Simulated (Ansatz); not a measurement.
**How the smearing shapes the phonons of TiFe (Pm-3m)**

Wanted: frequencies of TiFe (Pm-3m) solved wavevector by wavevector at several smearings. The first relaxation steps of the session are not shown, so no cell shown is the starting entry, unless a step says so.

Calculated with Ansatz 0.2.0; DFT PBEsol, scalar-relativistic, plane waves, PAW.

### Step 1. The cell after earlier relaxation steps

Symmetry: Pm-3m, No. 221, cubic system. Conventional cell: a = 2.920 Å, b = 2.920 Å, c = 2.920 Å, α = 90.00°, β = 90.00°, γ = 90.00°. Nearest to Ti lie 8 Fe at 2.53 Å. Nearest to Fe lie 8 Ti at 2.53 Å. Farther neighbours are not listed.

### Step 2. Relaxation

Lattice constant and positions set the bands and the force constants, so the cell is relaxed first. Earlier relaxation steps are not shown.

The input, input.yaml:

```yaml
crystal:
  lattice:
    - [2.9199791784, 0.0, 0.0]
    - [0.0, 2.9199791784, 0.0]
    - [0.0, 0.0, 2.9199791784]
  atoms:
    - { symbol: Ti, position: [0.5, 0.5, 0.5] }
    - { symbol: Fe, position: [0.0, 0.0, 0.0] }
kpoints:
  mp_grid: { grid: [10, 10, 10] }
hamiltonian:
  xc: pbesol
scf:
  occupations: { method: gaussian, width: 0.1 }
output:
  forces: true
  stress: true
  eigenvalues: true
  write_density: true
  write_potential: true
  elf: true
  volumetric_format: npy
relax:
  adjacent_minimum: "off"
  f_tol: 0.005
  max_steps: 80
  cell: { stress_tol: 0.05 }
```

Command:

```sh
$ ansatz run input.yaml --threads 4 --pin off --max-ram 8192MiB --backend cpu --events-out ev --progress --plain --runs-dir out
```

Numbers of over 12 decimals in the logs are rounded to 6 here.

Output:

```text
[the first part of the log is left out]
  E_xc         = -216.999108
  E_vxc        = -277.174013  (∫ρ·V_xc dr)
  E_paw        = -2355.981872  (= ΣΔE_a)
  E_vpaw       = -466.480079  (= ΣTr[D̂ρ^β])
  E_aug_tail   = 0.000931  (compensation charges beyond the density's cutoff)
  E_ewald      = -3563.408502
  E_core_change = 0.318586  (= ΣΔE_core)
  E_smearing   = -0.003522  (= −TS)
  E_closure    = -0.000000  (closes the sum)
  Σ components = -6923.699010   (vs F -6923.699010, Δ=0.00e0)
--- Forces (eV/Å), atoms counted from 1 ---
  atom   1  Ti    -0.00000000     0.00000000     0.00000000
  atom   2  Fe    -0.00000000    -0.00000000     0.00000000
  max |Σ_I F_I| component: 3.94e-30 eV/Å
--- Stress (GPa, compression-positive) ---
       -0.002705       0.000000      -0.000000
        0.000000      -0.002705      -0.000000
       -0.000000      -0.000000      -0.002705
  P = ⅓ Tr σ = -0.0027 GPa (-0.027 kbar)
--- Band table (eV; the first three rows and the last of 56) ---
  k-point 0: bands = ["-68.4683", "-38.3652", "-34.6592", "-34.6592", "-34.6592", "-14.5559", "-14.5559", "-14.5559", "10.5127", "14.1609", "14.1609", "17.1015", "17.1015", "17.1015", "19.4853", "19.4853", "21.5422", "21.5422"]
  k-point 1: bands = ["-68.4679", "-38.3624", "-34.6624", "-34.6587", "-34.6587", "-14.5952", "-14.5536", "-14.5536", "10.7268", "14.2638", "14.2752", "17.0859", "17.0859", "17.1492", "19.3513", "19.5354", "21.2258", "21.2258"]
  k-point 2: bands = ["-68.4669", "-38.3550", "-34.6708", "-34.6573", "-34.6573", "-14.6971", "-14.5475", "-14.5475", "11.3426", "14.5635", "14.5637", "17.0529", "17.0529", "17.2808", "18.9683", "19.6399", "20.5245", "20.5245"]
  k-point 55: bands = ["-68.4565", "-38.2388", "-34.7004", "-34.7004", "-34.7004", "-14.8566", "-14.8566", "-14.8566", "15.9444", "15.9444", "15.9444", "16.1256", "16.1256", "16.1256", "18.2313", "18.2313", "21.8644", "21.8644"]
--- Relaxed structure (3 steps of the walk, 3 accepted, 1 SCFs on fresh bases) ---
  F+E_penalty+E_count = -6923.69900994 eV   max|allowed force component| = 1.709e-30 eV/Å   (the final SCF, on the basis selected at the relaxed cell)
  cell:  # Å, volume = 24.7767 Å³
    - [2.915286, 0, 0]
    - [0, 2.915286, 0]
    - [0, 0, 2.915286]
  atoms:
    - { symbol: Ti, position: [0.5, 0.5, 0.5] }
    - { symbol: Fe, position: [0, 0, 0] }
```

It took 2.1 s on 4 threads of Arm Neoverse V2, shared host; peak memory 0.34 GiB; 6.8 s of CPU time.

This run has no spin polarisation, although Fe can carry a moment.

The steps of the relaxation:

```tsv
step	energy less that of the first step (eV)	largest force component (eV/Å)	pressure (GPa)	volume (Å³)
1	0.0000	0.0000	-1.01	24.90
2	-0.0004	0.0000	-0.09	24.79
3	-0.0004	0.0000	0.00	24.78
4	-0.0004	0.0000	0.00	24.78
```

The log counts 1 steps on a newly chosen plane-wave basis, not all of them marked here; energy and pressure can jump at such steps.

```tsv
conventional cell, symmetrised	before	after	change
a (Å)	2.920	2.915	-0.2 %
b (Å)	2.920	2.915	-0.2 %
c (Å)	2.920	2.915	-0.2 %
volume (Å³/atom)	12.45	12.39	-0.5 %
```

The relaxed structure:

```cif
data_structure
_symmetry_space_group_name_H-M 'P 1'
_symmetry_Int_Tables_number 1
_cell_length_a 2.9153
_cell_length_b 2.9153
_cell_length_c 2.9153
_cell_angle_alpha 90.000
_cell_angle_beta 90.000
_cell_angle_gamma 90.000
_cell_volume 24.78
loop_
_atom_site_label
_atom_site_type_symbol
_atom_site_fract_x
_atom_site_fract_y
_atom_site_fract_z
_atom_site_occupancy
Ti1 Ti 0.50000 0.50000 0.50000 1
Fe2 Fe 0.00000 0.00000 0.00000 1
```

This step gave:

| Quantity | Value |
| --- | --- |
| pressure | -0.002705 GPa |
| volume per atom | 12.39 Å³ |
| metallic on mesh | yes |
| gap on the k-mesh | 0 eV |

Valence density in the ac plane at fractional y = 0.500, with atoms of Ti within 0.2 Å of it. It is the smooth field of the valence electrons, not physical close to the nuclei.

Ten even steps from '0' (0.2 e/Å³) to '9' (9.9 e/Å³):
```
000000000000000
000000000000000
000000000000000
000000111100000
000001355310000
000013688631000
000015899851000
000015899851000
000013688631000
000001355310000
000000111100000
000000000000000
000000000000000
000000000000000
000000000000000
```
Columns run along a (2.9 Å), rows up along c (2.9 Å). Atoms in or near the plane, at fractional coordinates: Ti at (0.50, 0.50).

Electrostatic potential energy in the ac plane at fractional y = 0.500, with atoms of Ti within 0.2 Å of it. With pseudopotentials it is smooth inside the atoms' cores, unlike the true potential.

Values in eV, 15 rows by 15 columns:
```
 20  19  19  19  18  17  16  16  16  16  17  18  19  19  19
 20  19  19  18  17  15  13  12  12  13  15  17  18  19  19
 19  19  18  16  13   9   4   1   1   4   9  13  16  18  19
 19  18  17  13   7  -2  -9 -12 -12  -9  -2   7  13  17  18
 18  17  15   9  -2 -11 -16 -18 -18 -16 -11  -2   9  15  17
 18  16  13   4  -9 -16 -20 -20 -20 -20 -16  -9   4  13  16
 17  16  12   1 -12 -18 -20 -20 -20 -20 -18 -12   1  12  16
 17  16  12   1 -12 -18 -20 -20 -20 -20 -18 -12   1  12  16
 18  16  13   4  -9 -16 -20 -20 -20 -20 -16  -9   4  13  16
 18  17  15   9  -2 -11 -16 -18 -18 -16 -11  -2   9  15  17
 19  18  17  13   7  -2  -9 -12 -12  -9  -2   7  13  17  18
 19  19  18  16  13   9   4   1   1   4   9  13  16  18  19
 20  19  19  18  17  15  13  12  12  13  15  17  18  19  19
 20  19  19  19  18  17  16  16  16  16  17  18  19  19  19
 19  20  20  19  19  18  18  17  17  18  18  19  19  20  20
```
Columns run along a (2.9 Å; values clipped at the 3rd and 97th percentile), rows up along c (2.9 Å). Atoms in or near the plane, at fractional coordinates: Ti at (0.50, 0.50).

ELF in the ac plane at fractional y = 0.500, with atoms of Ti within 0.2 Å of it. It is the smooth field of the valence electrons, not physical close to the nuclei.

Values, 15 rows by 15 columns:
```
0.50 0.50 0.50 0.47 0.41 0.31 0.22 0.18 0.18 0.22 0.31 0.41 0.47 0.50 0.50
0.51 0.50 0.46 0.38 0.26 0.17 0.12 0.09 0.09 0.12 0.17 0.26 0.38 0.46 0.50
0.50 0.47 0.38 0.24 0.15 0.13 0.17 0.21 0.21 0.17 0.13 0.15 0.24 0.38 0.47
0.46 0.41 0.26 0.15 0.16 0.31 0.46 0.52 0.52 0.46 0.31 0.16 0.15 0.26 0.41
0.39 0.31 0.17 0.13 0.31 0.56 0.64 0.62 0.62 0.64 0.56 0.31 0.13 0.17 0.31
0.31 0.22 0.12 0.17 0.46 0.64 0.55 0.34 0.34 0.55 0.64 0.46 0.17 0.12 0.22
0.25 0.18 0.09 0.21 0.52 0.62 0.34 0.06 0.06 0.34 0.62 0.52 0.21 0.09 0.18
0.25 0.18 0.09 0.21 0.52 0.62 0.34 0.06 0.06 0.34 0.62 0.52 0.21 0.09 0.18
0.31 0.22 0.12 0.17 0.46 0.64 0.55 0.34 0.34 0.55 0.64 0.46 0.17 0.12 0.22
0.39 0.31 0.17 0.13 0.31 0.56 0.64 0.62 0.62 0.64 0.56 0.31 0.13 0.17 0.31
0.46 0.41 0.26 0.15 0.16 0.31 0.46 0.52 0.52 0.46 0.31 0.16 0.15 0.26 0.41
0.50 0.47 0.38 0.24 0.15 0.13 0.17 0.21 0.21 0.17 0.13 0.15 0.24 0.38 0.47
0.51 0.50 0.46 0.38 0.26 0.17 0.12 0.09 0.09 0.12 0.17 0.26 0.38 0.46 0.50
0.50 0.50 0.50 0.47 0.41 0.31 0.22 0.18 0.18 0.22 0.31 0.41 0.47 0.50 0.50
0.49 0.50 0.51 0.50 0.46 0.39 0.31 0.25 0.25 0.31 0.39 0.46 0.50 0.51 0.50
```
Columns run along a (2.9 Å), rows up along c (2.9 Å). Atoms in or near the plane, at fractional coordinates: Ti at (0.50, 0.50).

The largest force is now zero by symmetry and the largest stress component 0.0027 GPa, small enough for phonons.

### Step 3. Phonons along a line: Fermi–Dirac smearing of 0.1 eV

Each wavevector is solved by itself, so no interpolation smooths a dip of the branch.

The input, input.yaml:

```yaml
crystal:
  lattice:
    - [2.9152856154, 0.0, 0.0]
    - [0.0, 2.9152856154, 0.0]
    - [0.0, 0.0, 2.9152856154]
  atoms:
    - { symbol: Ti, position: [0.5, 0.5, 0.5] }
    - { symbol: Fe, position: [0.0, 0.0, 0.0] }
kpoints:
  mp_grid: { grid: [16, 16, 16] }
hamiltonian:
  xc: pbesol
scf:
  occupations: { method: fermi_dirac, width: 0.1 }
output:
  eigenvalues: true
phonons:
  method: dfpt
  qpoints:
    - [0, 0, 0]
    - [0.0, 0.0625, 0.0]
    - [0.0, 0.1875, 0.0]
    - [0.0, 0.3125, 0.0]
    - [0.0, 0.4375, 0.0]
```

Output:

```text
[...]
Crystal: 2 atoms, lattice volume = 24.777 Å³
Basis set: ecut = 420 eV, 461 PW (Γ), exchange–correlation on 40×40×40 points (8 copies of the dense FFT grid, shifted against one another)
Bands: 18, of which v1, the nominal top of the filled ones, is band 14 counted from 1 (13 counted from 0)
Symmetry: 48 space group operations
k-points: 165 of 4096
[...]
SCF iter   1: F=—  HF=-6923.714224 eV  |F-HF|=—  |Δ(HF+E_count)|=         —  Δρ=2.08e-2  dr2=8.45e-2  ethr=1.77e-3  ⟨swp⟩=4.7  Hψ=24614  notcnv=0  defer=3
automatic band count: the SCF goes on with 22 bands, as 18 were too few: they end inside the smearing window of the response
[...]
SCF iter   2: F=—  HF=-6923.708199 eV  |F-HF|=—  |Δ(HF+E_count)|=   6.02e-3  Δρ=9.72e-3  dr2=1.99e-2  ethr=3.02e-4  ⟨swp⟩=2.0  Hψ=5777  notcnv=0  defer=46
[...]
SCF iter   8: F=-6923.706703 eV  HF=-6923.706703 eV  |F-HF|=3.64e-12  |Δ(HF+E_count)|=  3.64e-12  Δρ=1.64e-7  dr2=5.53e-12  ethr=1.00e-12  ⟨swp⟩=6.5  Hψ=14660  notcnv=0
SCF 1 converged in 8 iterations: F = -6923.706703 eV  dr2 = 5.53e-12
[...]
NSCF: frozen V_eff on 165 k-points
[...]
DFPT response loops at q = (0, 0, 0) (fractional): preconditioner auto → Kerker (q_TF=auto, 2.784 Å⁻¹) (partly filled bands, converged f_vac=0.000); β = 1.00, the filter's whole step (`scf.mixing.beta` (0.50) is not read by the response loops under this deck's `scf.mixing.preconditioner`; to damp them name `kerker` or `kerker_dos`, under which they read `scf.mixing.beta`, and type it under 1.00, their step now; both keys bind the ground state too); Broyden in place of MSR1
[...]
SCF converged after 8 iterations
Free energy (F): -6923.706703 eV
[...]
Internal energy: -6923.684951 eV  (E = F + TS)
E sigma→0 (E₀):  -6923.695827 eV
Entropy (-TS):   -0.021752 eV (-10.876 meV/atom)
Fermi energy:    18.093538 eV
[...]
--- Band table (eV; the first three rows and the last of 165) ---
  k-point 0: bands = [... 10 lower, 14.1612, 17.1026, 17.1026, 17.1026, 19.4822, 19.4822, 21.5347, 21.5347, ... 4 higher]
  k-point 1: bands = [... 10 lower, 14.2069, 17.0963, 17.0963, 17.1215, 19.4295, 19.5026, 21.4043, 21.4043, ... 4 higher]
  k-point 2: bands = [... 10 lower, 14.3359, 17.0795, 17.0795, 17.1764, 19.2741, 19.5574, 21.0631, 21.0631, ... 4 higher]
  k-point 164: bands = [... 10 lower, 15.9462, 16.1218, 16.1218, 16.1218, 18.2355, 18.2355, 21.8544, 21.8544, ... 4 higher]
--- Phonons (Γ-DFPT): 2 representative perturbations + reference (Σ response iterations 6) ---
  ASR residual: 3.767e-4 → 0.000e0 eV/Å²; symmetrization residual: 1.616e-6 eV/Å²
  ASR residual per site (eV/Å²): 2.59e-4 3.77e-4
  Γ frequencies (cm⁻¹): 0.00 0.00 0.00 249.35 249.35 249.35
  non-analytic LO–TO correction: not included (Born effective charges unavailable; polar crystals: no LO–TO splitting at Γ)
--- Phonons (arbitrary-q DFPT): 5 explicit q-points ---
  q = [0, 0, 0] (of the zone-centre solve; hermiticity 5.48e-7, symmetrization 2.51e-12): -0.00 -0.00 0.00 249.35 249.35 249.35
  q = [0, 0.0625, 0] (4 solved perturbations in 4032 linear systems a pass and spin channel, the states on 1296 of 4096 k-point pairs; hermiticity 5.29e-7, symmetrization 9.00e-12): 23.86 23.86 54.36 248.43 248.43 260.86
[...]
sum rule: each row above includes the acoustic sum rule's correction from the zone centre's row sums; it moved no ω² by more than (1.35 cm⁻¹)²
```

Run time: 3.4 min. Hardware: 4 threads; peak memory 2 GiB.

Each wavevector solved by linear response. The frequency by |q| along the line:

```tsv
|q| along the line (Å⁻¹)	mode 1 = mode 2 (cm⁻¹)	mode 3 (cm⁻¹)	mode 4 (cm⁻¹)	mode 5 (cm⁻¹)	mode 6 (cm⁻¹)
0.000	0	0	249	249	249
0.135	23.9	54.4	248	248	261
0.404	71.4	153	241	241	310
0.673	118	225	226	226	362
0.943	152	211	211	264	388
```

### Step 4. Wavevectors along a line: Fermi–Dirac smearing of 0.25 eV

The smearing blurs the Fermi surface that screens the phonons; a Fermi–Dirac width is an electronic temperature.

input.yaml: that of step 3 with these lines changed.

```diff
@@ -13,3 +13,3 @@
 scf:
-  occupations: { method: fermi_dirac, width: 0.1 }
+  occupations: { method: fermi_dirac, width: 0.25 }
 output:
```

Wider smearing eases the sum over k-points of a metal but moves the result away from its zero-temperature value.

Output:

```text
band count auto-derived: 19 (N_el = 28.0; filled up to band 14; 18 by the electrons, moments and atoms)
[...]
Crystal: 2 atoms, lattice volume = 24.777 Å³
Basis set: ecut = 420 eV, 461 PW (Γ), exchange–correlation on 40×40×40 points (8 copies of the dense FFT grid, shifted against one another)
Bands: 19, of which v1, the nominal top of the filled ones, is band 14 counted from 1 (13 counted from 0)
Symmetry: 48 space group operations
k-points: 165 of 4096
[...]
SCF iter   1: F=—  HF=-6923.804939 eV  |F-HF|=—  |Δ(HF+E_count)|=         —  Δρ=2.06e-2  dr2=8.65e-2  ethr=1.77e-3  ⟨swp⟩=3.7  Hψ=11295  notcnv=0
[...]
SCF iter   8: F=-6923.798703 eV  HF=-6923.798703 eV  |F-HF|=2.73e-12  |Δ(HF+E_count)|=  7.09e-11  Δρ=9.34e-8  dr2=2.08e-12  ethr=1.00e-12  ⟨swp⟩=4.2  Hψ=14807  notcnv=0
SCF 1 converged in 8 iterations: F = -6923.798703 eV  dr2 = 2.08e-12
[...]
SCF converged after 8 iterations
Free energy (F): -6923.798703 eV
[...]
Internal energy: -6923.511662 eV  (E = F + TS)
E sigma→0 (E₀):  -6923.655183 eV
Entropy (-TS):   -0.287041 eV (-143.521 meV/atom)
Fermi energy:    18.027345 eV
[...]
--- Band table (eV; the first three rows and the last of 165) ---
  k-point 0: bands = [... 10 lower, 14.1741, 17.1163, 17.1163, 17.1163, 19.5092, 19.5092, 21.5678, 21.5678, ... 1 higher]
  k-point 1: bands = [... 10 lower, 14.2198, 17.1098, 17.1098, 17.1351, 19.4563, 19.5296, 21.4367, 21.4367, ... 1 higher]
  k-point 2: bands = [... 10 lower, 14.3487, 17.0928, 17.0928, 17.1899, 19.3005, 19.5844, 21.0939, 21.0939, ... 1 higher]
  k-point 164: bands = [... 10 lower, 15.9554, 16.1365, 16.1365, 16.1365, 18.2554, 18.2554, 21.8921, 21.8921, ... 1 higher]
[...]
ASR residual: 3.057e-3 → 0.000e0 eV/Å²; symmetrization residual: 1.236e-6 eV/Å²
  ASR residual per site (eV/Å²): 3.06e-3 1.30e-3
  Γ frequencies (cm⁻¹): 0.00 0.00 0.00 248.53 248.53 248.53
[...]
--- Phonons (arbitrary-q DFPT): 5 explicit q-points ---
[...]
```

The job ended after 3.5 min (4 threads; peak memory 2 GiB; 13 min of CPU time).

Each wavevector solved by linear response. Frequency against |q| along the line:

```tsv
|q| along the line (Å⁻¹)	mode 1 = mode 2 (cm⁻¹)	mode 3 (cm⁻¹)	mode 4 (cm⁻¹)	mode 5 (cm⁻¹)	mode 6 (cm⁻¹)
0.000	0	0	249	249	249
0.135	23.1	51.7	247	247	254
0.404	69.1	146	239	239	290
0.673	115	214	223	223	336
0.943	152	201	201	249	366
```

Against step 3 (now smearing width 0.25 eV), the free energy moves by -46.0 meV an atom.

(Continued in part 2 of 2.)

[Logs are printed without paths, hosts, clocks, repeated set-up lines and the standing remarks that a program may print on its own settings, such as how far it seeks lower states.]

[Hosts, paths, dates, database ids (printed as entryN), source tags and the programs' standing remarks are cut or masked in the printed files.]
